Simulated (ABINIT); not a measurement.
An input for ABINIT 10.8.3 (P2Ir (P2_1/c)):

```
acell 3*1.0 Angstrom
rprim 
  5.772335097500 0.000000000000 -0.000000000000
  0.000000000000 5.806731510000 0.000000000000
  -2.128499726500 0.000000000000 5.473140883600
ntypat 2
znucl 15 77
natom 12
typat 1 1 1 1 1 1 1 1 2 2 2 2
xred 
  0.158006700000 0.881881860000 0.870287720000
  0.841993300000 0.381881860000 0.629712280000
  0.841993300000 0.118118140000 0.129712280000
  0.158006700000 0.618118140000 0.370287720000
  0.334322990000 0.377205270000 0.188546390000
  0.665677010000 0.877205270000 0.311453610000
  0.665677010000 0.622794730000 0.811453610000
  0.334322990000 0.122794730000 0.688546390000
  0.271866410000 0.498830410000 0.791578690000
  0.728133590000 0.998830410000 0.708421310000
  0.728133590000 0.501169590000 0.208421310000
  0.271866410000 0.001169590000 0.291578690000
pp_dirpath "pseudos"
pseudos "P.upf, Ir.upf"
ecut 24
ngkpt 2 2 2
nshiftk 1
shiftk 0 0 0
kptopt 1
chksymbreak 0
istwfk *1
occopt 1
irdwfk 1
optdriver 3
nband 175
ecuteps 3.9
inclvkb 2
awtr 1
symchi 1
irdqps 1
gwcalctyp 10
nqptdm 7
qptdm 
  0.5000000000 0.0000000000 0.0000000000
  0.0000000000 0.5000000000 0.0000000000
  0.5000000000 0.5000000000 0.0000000000
  0.0000000000 0.0000000000 0.5000000000
  0.5000000000 0.0000000000 0.5000000000
  0.0000000000 0.5000000000 0.5000000000
  0.5000000000 0.5000000000 0.5000000000
indata_prefix "in"
outdata_prefix "out"
tmpdata_prefix "tmp"
```

```sh
OMP_NUM_THREADS=1 mpirun -n 8 abinit run.abi > log; mrgscr < mrgscr.stdin
```

Estimate wall time and host memory on 8 MPI ranks of Intel Xeon 6975P-C (Granite Rapids), shared host.

It took 24 s; on shared hardware allow 12 s to 49 s. Peak host memory was 3.6 GiB.

[Paths, hosts, dates, memory and timing lines, banners, echoed tables and standing remarks are left out of the program output.]

[Logs are printed without paths, hosts, clocks, repeated set-up lines and the standing remarks that a program may print on its own settings, such as how far it seeks lower states.]

[Runs of the session that timed out or met a known fault of the program may be left out.]

[Hosts, paths, dates, database ids (printed as entryN), source tags and the programs' standing remarks are cut or masked in the printed files.]

[G0W0 gaps are taken among the corrected bands and points alone; a level outside them can change the order at an edge.]

[Where Ansatz stands beside ABINIT at settings called matched, ABINIT's density can come from a denser mesh and the files from another edition; pairs whose starting gaps differed by over 0.03 eV were left out, so agreement reads better than it is.]
